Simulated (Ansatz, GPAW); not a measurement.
# Cutoff, mesh and smearing for a 12-layer slab of Mo(111), part 2 of 3

Wanted: a convergence study on the slab a 12-layer slab of Mo(111).

GPAW 26.7.0 and Ansatz 0.2.0; Ansatz plane waves; slab in vacuum with a dipole correction, relaxation (the session's first sound run).

So far, upper work function (eV): step 2 (relaxing the atoms) 4.01.

## 3. Plane waves, PBE

The work function is the vacuum plateau of the electrostatic potential less the Fermi level; a dipole layer lets the two faces have plateaus of their own.

This step: GPAW, PAW setups; slab in vacuum (GPAW 26.7.0).

The input, run.py:

```python
import json
import numpy as np
from ase import Atoms
from gpaw import GPAW, PW

slab = Atoms(
    ['Mo', 'Mo', 'Mo', 'Mo', 'Mo', 'Mo', 'Mo', 'Mo', 'Mo', 'Mo', 'Mo', 'Mo'],
    positions=[
        [2.22739, 1.28598, 8.00000],
        [4.45477, 2.57196, 8.90933],
        [0.00000, 0.00000, 9.81865],
        [2.22739, 1.28598, 10.72798],
        [4.45477, 2.57196, 11.63731],
        [-0.00000, -0.00000, 12.55264],
        [2.22739, 1.28598, 13.47900],
        [4.45477, 2.57196, 14.42566],
        [-0.00000, 0.00000, 15.31767],
        [2.22739, 1.28598, 16.33478],
        [4.45477, 2.57196, 17.06088],
        [-0.00000, 0.00000, 17.78394]],
    cell=[[4.45477, 0.0, 0.0], [2.22739, 3.85795, 0.0], [0.0, 0.0, 26.00259]],
    pbc=[True, True, False])

slab.calc = GPAW(mode=PW(400), xc='PBE', kpts={'size': (8, 8, 1), 'gamma': True},
                 occupations={'name': 'fermi-dirac', 'width': 0.1}, nbands='160%',
                 convergence={'density': 1e-05}, maxiter=200,
                 poissonsolver={'dipolelayer': 'xy'},
                 symmetry={'tolerance': 1e-3}, txt='slab.txt')
result = {}
energy = slab.get_potential_energy()
fermi = slab.calc.get_fermi_level()
v = slab.calc.get_electrostatic_potential().mean((0, 1)) - fermi
n = slab.calc.get_pseudo_density().mean((0, 1))
L = slab.cell[2, 2]
z = np.arange(len(v)) * L / len(v)
low, high = slab.positions[:, 2].min(), slab.positions[:, 2].max()
below, above = np.interp([low - 5.8, high + 5.8], z, v)
slopes = [np.interp(x, z, np.gradient(v, z)) for x in (low - 5.8, high + 5.8)]
eps = np.array([[slab.calc.get_eigenvalues(k, s) for k in range(len(slab.calc.get_ibz_k_points()))]
                for s in range(slab.calc.get_number_of_spins())]) - fermi
top, bottom = eps[eps < 0].max(), eps[eps > 0].min()
dipole = slab.get_dipole_moment()[2]
print(f'energy {energy:.4f} eV, Fermi level {fermi:.4f} eV, dipole {dipole:.5f} e A')
print(f'potential 5.8 A off the faces, from the Fermi level: lower {below:.4f} eV, upper {above:.4f} eV')
print(f'slope of the potential there: lower {slopes[0]:.5f}, upper {slopes[1]:.5f} eV/A')
print(f'nearest levels on the mesh: {top:.4f} and {bottom:.4f} eV')
print('magnetic moment', round(slab.get_magnetic_moment(), 3))
result.update(energy=energy, fermi=fermi, dipole=dipole, below=below, above=above, slopes=slopes, edges=[top, bottom],
              z=z.tolist(), v=v.tolist(), n=n.tolist(), positions=slab.positions.tolist(),
              forces=slab.get_forces(apply_constraint=False).tolist(), moments=slab.get_magnetic_moments().tolist())
json.dump(result, open('result.json', 'w'))
```

Run with:

```bash
> OMP_NUM_THREADS=1 OPENBLAS_NUM_THREADS=1 python run.py
```

Output:

```text
energy -128.0658 eV, Fermi level 3.4726 eV, dipole -0.02884 e A
potential 5.8 A off the faces, from the Fermi level: lower 3.6921 eV, upper 3.9962 eV
slope of the potential there: lower -0.00020, upper 0.00025 eV/A
nearest levels on the mesh: -0.0376 and 0.0029 eV
magnetic moment 0.0
```

The job ended after 25 min (1 thread of Arm Neoverse N1, shared host; peak memory 0.48 GiB).

This step gave:

```
dipole along the normal                    : -0.02884 e·Å
levels nearest the Fermi level on the mesh : -0.03758, 0.002924 eV from the Fermi level
upper work function                        : 3.996 eV
lower work function                        : 3.692 eV
```

The electrostatic potential energy of an electron (without an applied field's), less the Fermi level, planar mean oscillates, so the rows of the table below give means over windows of 1 Å about each position, cut where the curve ends. Its maxima inside the range that stand out by 2 % of the span (Å: eV): 9.3: -12.7, 10.3: -12.9, 11.2: -12.8, 12.1: -12.7, 13.0: -12.4, 14.0: -12.2, 14.8: -13.0, 15.8: -11.3. Its minima: 8.9: -13.8, 9.9: -14.2, 10.7: -14.2, 11.6: -14.1, 12.6: -14.0, 13.4: -13.8, 14.4: -14.0, 15.3: -13.7, 17.0: -17.1.

The electrostatic potential energy of an electron (without an applied field's), less the Fermi level, planar mean by z; means over each step:

```
z (Å)  electrostatic potential energy of an electron (without an applied field's), less the Fermi level, planar mean (eV)
    0                                                                                                                3.75
    1                                                                                                                3.69
    2                                                                                                                3.69
    3                                                                                                                3.69
    4                                                                                                                3.69
    5                                                                                                                3.65
    6                                                                                                                3.37
    7                                                                                                               0.644
    8                                                                                                               -10.1
    9                                                                                                               -13.1
   10                                                                                                               -13.5
   11                                                                                                               -13.5
   12                                                                                                               -13.4
   13                                                                                                               -13.2
   14                                                                                                               -13.1
   15                                                                                                               -13.4
   16                                                                                                               -13.1
   17                                                                                                               -16.5
   18                                                                                                               -9.38
   19                                                                                                                1.98
   20                                                                                                                3.79
   21                                                                                                                3.97
   22                                                                                                                3.99
   23                                                                                                                4.00
   24                                                                                                                4.00
   25                                                                                                                4.00
```

The pseudo valence density, planar mean oscillates, so the rows of the table below give means over windows of 0.87 Å about each position, cut where the curve ends. Its maxima inside the range that stand out by 2 % of the span (Å: e/Å³): 8.02: 0.940, 8.88: 1.03, 9.75: 1.02, 10.83: 1.00, 11.70: 1.02, 12.57: 1.03, 13.43: 1.02, 14.52: 1.00, 15.38: 1.00, 16.47: 1.07, 17.12: 1.14, 17.77: 1.02. Its minima: 8.45: 0.721, 9.32: 0.765, 10.18: 0.779, 11.27: 0.778, 12.13: 0.753, 13.00: 0.735, 13.87: 0.738, 14.95: 0.783, 15.82: 0.665, 16.68: 1.01, 17.55: 0.984.

Table of pseudo valence density, planar mean by z; means over each step:

z (Å), pseudo valence density, planar mean (e/Å³) and a bar:
```
     3.91       0.00 
     4.78       0.00 
     5.65       0.00 
     6.52       0.03 #
     7.39       0.32 #########
     8.26       0.83 #######################
     9.13       0.89 #########################
    10.00       0.89 #########################
    10.87       0.90 #########################
    11.74       0.90 #########################
    12.61       0.89 #########################
    13.48       0.88 #########################
    14.35       0.88 #########################
    15.22       0.88 #########################
    16.09       0.88 #########################
    16.96       1.07 ##############################
    17.83       0.83 #######################
    18.70       0.14 ####
    19.57       0.02 
    20.44       0.00 
    21.31       0.00 
    22.18       0.00
```

Force by atom:

```
atom  x (eV/Å)  y (eV/Å)  z (eV/Å)  size
 Mo1      0.00      0.00      2.06  2.06
 Mo2      0.00      0.00      0.07  0.07
 Mo3      0.00      0.00     -0.81  0.81
 Mo4      0.00      0.00     -1.03  1.03
 Mo5      0.00      0.00     -0.27  0.27
 Mo6      0.00      0.00     -0.01  0.01
 Mo7      0.00      0.00      0.02  0.02
 Mo8      0.00      0.00      0.01  0.01
 Mo9      0.00      0.00     -0.06  0.06
Mo10      0.00      0.00     -0.01  0.01
Mo11      0.00      0.00     -0.03  0.03
Mo12      0.00      0.00      0.04  0.04
```

The potential is flat to 2.5e-4 eV/Å where it is read, so the vacuum is wide enough. The geometry is the other program's minimum; here the largest force on a free atom is 0.056 eV/Å.

## 4. Cutoff 200

The cutoff limits how sharply the smooth valence waves can vary, which tells mostly near the atoms.

run.py: that of step 3 with these lines changed.

```diff
@@ -23,3 +23,3 @@
 
-slab.calc = GPAW(mode=PW(400), xc='PBE', kpts={'size': (8, 8, 1), 'gamma': True},
+slab.calc = GPAW(mode=PW(200), xc='PBE', kpts={'size': (8, 8, 1), 'gamma': True},
                  occupations={'name': 'fermi-dirac', 'width': 0.1}, nbands='160%',
```

Output:

```text
energy -116.8575 eV, Fermi level 3.5034 eV, dipole -0.02825 e A
potential 5.8 A off the faces, from the Fermi level: lower 3.7084 eV, upper 4.0165 eV
slope of the potential there: lower -0.00025, upper 0.00135 eV/A
nearest levels on the mesh: -0.0404 and 0.0004 eV
magnetic moment 0.0
```

Run time: 8.3 min. Hardware: 1 thread; peak memory 0.25 GiB.

The run finished. A setting was moved off its sound value on purpose, so it serves as a test and not as the result.

The fault put into the input: a cutoff under that of the base run: the energy of the cell lies 11 eV from the base value (ecut = 200).

The two runs compared:

```
                     quantity   this run  sound run  difference
dipole along the normal (e·Å)  -0.028253  -0.028842      5.9e-4
     upper work function (eV)     4.0165     3.9962      0.0203
     lower work function (eV)     3.7084     3.6921      0.0163
```

## 5. Cutoff 300

The cutoff limits how sharply the smooth valence waves can vary, which tells mostly near the atoms.

run.py: that of step 4 with these lines changed.

```diff
@@ -23,3 +23,3 @@
 
-slab.calc = GPAW(mode=PW(200), xc='PBE', kpts={'size': (8, 8, 1), 'gamma': True},
+slab.calc = GPAW(mode=PW(300), xc='PBE', kpts={'size': (8, 8, 1), 'gamma': True},
                  occupations={'name': 'fermi-dirac', 'width': 0.1}, nbands='160%',
```

Output:

```text
energy -125.6923 eV, Fermi level 3.4800 eV, dipole -0.02867 e A
potential 5.8 A off the faces, from the Fermi level: lower 3.6998 eV, upper 4.0015 eV
slope of the potential there: lower -0.00060, upper 0.00056 eV/A
nearest levels on the mesh: -0.0384 and 0.0048 eV
magnetic moment 0.0
```

It took 16 min on 1 thread; peak memory 0.36 GiB.

The run finished. A setting was moved off its sound value on purpose, so it serves as a test and not as the result.

The fault put into the input: a cutoff under that of the base run: the energy of the cell lies 2.4 eV from the base value (ecut = 300).

The two runs compared:

```
                     quantity   this run  sound run  difference
dipole along the normal (e·Å)  -0.028673  -0.028842      1.7e-4
     upper work function (eV)     4.0015     3.9962     0.00530
     lower work function (eV)     3.6998     3.6921     0.00768
```

## 6. Cutoff 700: ecut = 700

The cutoff limits how sharply the smooth valence waves can vary, which tells mostly near the atoms.

run.py: that of step 5 with these lines changed.

```diff
@@ -23,3 +23,3 @@
 
-slab.calc = GPAW(mode=PW(300), xc='PBE', kpts={'size': (8, 8, 1), 'gamma': True},
+slab.calc = GPAW(mode=PW(700), xc='PBE', kpts={'size': (8, 8, 1), 'gamma': True},
                  occupations={'name': 'fermi-dirac', 'width': 0.1}, nbands='160%',
```

Output:

```text
energy -128.3779 eV, Fermi level 3.4717 eV, dipole -0.02888 e A
potential 5.8 A off the faces, from the Fermi level: lower 3.6915 eV, upper 3.9954 eV
slope of the potential there: lower -0.00017, upper 0.00016 eV/A
nearest levels on the mesh: -0.0375 and 0.0030 eV
magnetic moment 0.0
```

Elapsed: 58 min, on 1 thread; peak memory 0.92 GiB.

This step gave:

| Property | Result |
| --- | --- |
| dipole along the normal | -0.02888 e·Å |
| levels nearest the Fermi level on the mesh | -0.03748, 0.003027 eV from the Fermi level |
| upper work function | 3.995 eV |

The electrostatic potential energy of an electron (without an applied field's), less the Fermi level, planar mean oscillates, so the rows of the table below give means over windows of 0.98 Å about each position, cut where the curve ends. Its maxima inside the range that stand out by 2 % of the span (Å: eV): 9.34: -12.6, 10.24: -12.9, 11.21: -12.8, 12.11: -12.7, 13.00: -12.4, 13.98: -12.2, 14.95: -13.0, 15.76: -11.4. Its minima: 8.94: -13.9, 9.83: -14.2, 10.73: -14.2, 11.62: -14.1, 12.51: -14.0, 13.49: -13.8, 14.46: -14.1, 15.28: -13.7, 17.06: -17.1.

Electrostatic potential energy of an electron (without an applied field's), less the Fermi level, planar mean against z; means over each step:

```
z (Å)  electrostatic potential energy of an electron (without an applied field's), less the Fermi level, planar mean (eV)
 0.49                                                                                                                3.72
 1.47                                                                                                                3.69
 2.45                                                                                                                3.69
 3.43                                                                                                                3.69
 4.41                                                                                                                3.68
 5.39                                                                                                                3.60
 6.37                                                                                                                2.96
 7.35                                                                                                               -2.65
 8.33                                                                                                               -12.1
 9.31                                                                                                               -13.4
10.29                                                                                                               -13.6
11.27                                                                                                               -13.5
12.25                                                                                                               -13.4
13.23                                                                                                               -13.1
14.21                                                                                                               -13.1
15.19                                                                                                               -13.1
16.17                                                                                                               -13.8
17.15                                                                                                               -16.4
18.13                                                                                                               -7.46
19.11                                                                                                                2.45
20.09                                                                                                                3.83
21.07                                                                                                                3.98
22.05                                                                                                                3.99
23.03                                                                                                                4.00
24.01                                                                                                                4.00
24.99                                                                                                                4.00
```

The pseudo valence density, planar mean oscillates, so the rows of the table below give means over windows of 0.5 Å about each position, cut where the curve ends. Its maxima inside the range that stand out by 2 % of the span (Å: e/Å³): 7.96: 0.923, 8.94: 1.03, 9.75: 1.02, 10.73: 1.04, 11.70: 1.02, 12.51: 1.02, 13.49: 1.02, 14.46: 1.02, 15.28: 1.02, 16.41: 1.09, 17.06: 1.15, 17.71: 1.03. Its minima: 8.45: 0.722, 9.43: 0.771, 10.24: 0.758, 11.21: 0.758, 12.03: 0.763, 13.00: 0.735, 13.98: 0.717, 14.95: 0.783, 15.76: 0.674, 16.74: 1.01, 17.39: 0.979.

Table of pseudo valence density, planar mean by z; means over each step:

z (Å), pseudo valence density, planar mean (e/Å³) and a bar:
```
      4.0       0.00 
      4.5       0.00 
      5.0       0.00 
      5.5       0.00 
      6.0       0.01 
      6.5       0.02 #
      7.0       0.09 ##
      7.5       0.37 ##########
      8.0       0.84 #######################
      8.5       0.80 ######################
      9.0       0.94 ##########################
      9.5       0.86 #######################
     10.0       0.91 #########################
     10.5       0.89 ########################
     11.0       0.88 ########################
     11.5       0.93 #########################
     12.0       0.84 #######################
     12.5       0.94 ##########################
     13.0       0.81 ######################
     13.5       0.94 ##########################
     14.0       0.80 ######################
     14.5       0.94 ##########################
     15.0       0.86 #######################
     15.5       0.88 ########################
     16.0       0.81 ######################
     16.5       1.05 #############################
     17.0       1.10 ##############################
     17.5       1.00 ###########################
     18.0       0.74 ####################
     18.5       0.21 ######
     19.0       0.05 #
     19.5       0.02 
     20.0       0.01 
     20.5       0.00 
     21.0       0.00 
     21.5       0.00 
     22.0       0.00
```

Force by atom:

```
atom  x (eV/Å)  y (eV/Å)  z (eV/Å)  size
 Mo1      0.00      0.00      2.07  2.07
 Mo2      0.00      0.00      0.07  0.07
 Mo3      0.00      0.00     -0.81  0.81
 Mo4      0.00      0.00     -1.03  1.03
 Mo5      0.00      0.00     -0.27  0.27
 Mo6      0.00      0.00     -0.02  0.02
 Mo7      0.00      0.00      0.02  0.02
 Mo8      0.00      0.00      0.02  0.02
 Mo9      0.00      0.00     -0.06  0.06
Mo10      0.00      0.00     -0.01  0.01
Mo11      0.00      0.00     -0.03  0.03
Mo12      0.00      0.00      0.04  0.04
```

The upper face's work function is 3.995 eV, against 3.996 eV in the first plane-wave PBE run at this geometry.

## 7. K mesh 3×3

The mesh in the plane samples the bands: a metal's Fermi level needs it dense, and band edges must lie on it.

run.py: that of step 6 with these lines changed.

```diff
@@ -23,3 +23,3 @@
 
-slab.calc = GPAW(mode=PW(700), xc='PBE', kpts={'size': (8, 8, 1), 'gamma': True},
+slab.calc = GPAW(mode=PW(400), xc='PBE', kpts={'size': (3, 3, 1), 'gamma': True},
                  occupations={'name': 'fermi-dirac', 'width': 0.1}, nbands='160%',
```

Output:

```text
energy -127.8049 eV, Fermi level 3.4688 eV, dipole -0.02296 e A
potential 5.8 A off the faces, from the Fermi level: lower 3.7451 eV, upper 3.9874 eV
slope of the potential there: lower -0.00024, upper 0.00023 eV/A
nearest levels on the mesh: -0.1008 and 0.0362 eV
magnetic moment 0.0
```

The job ended after 8.3 min (1 thread; peak memory 0.36 GiB).

The run finished with changed settings (kpts = [3, 3]); it serves as a test.

The two runs compared:

```
                     quantity   this run  sound run  difference
dipole along the normal (e·Å)  -0.022965  -0.028842     0.00588
     upper work function (eV)     3.9874     3.9962    -0.00883
     lower work function (eV)     3.7451     3.6921      0.0530
```

The two runs differ clearly in the dipole along the normal: -0.0230 e·Å against -0.0288 e·Å.

(Continued in part 3 of 3.)

[Logs are printed without paths, hosts, clocks, repeated set-up lines and the standing remarks that a program may print on its own settings, such as how far it seeks lower states.]

[Hosts, paths, dates, database ids (printed as entryN), source tags and the programs' standing remarks are cut or masked in the printed files.]
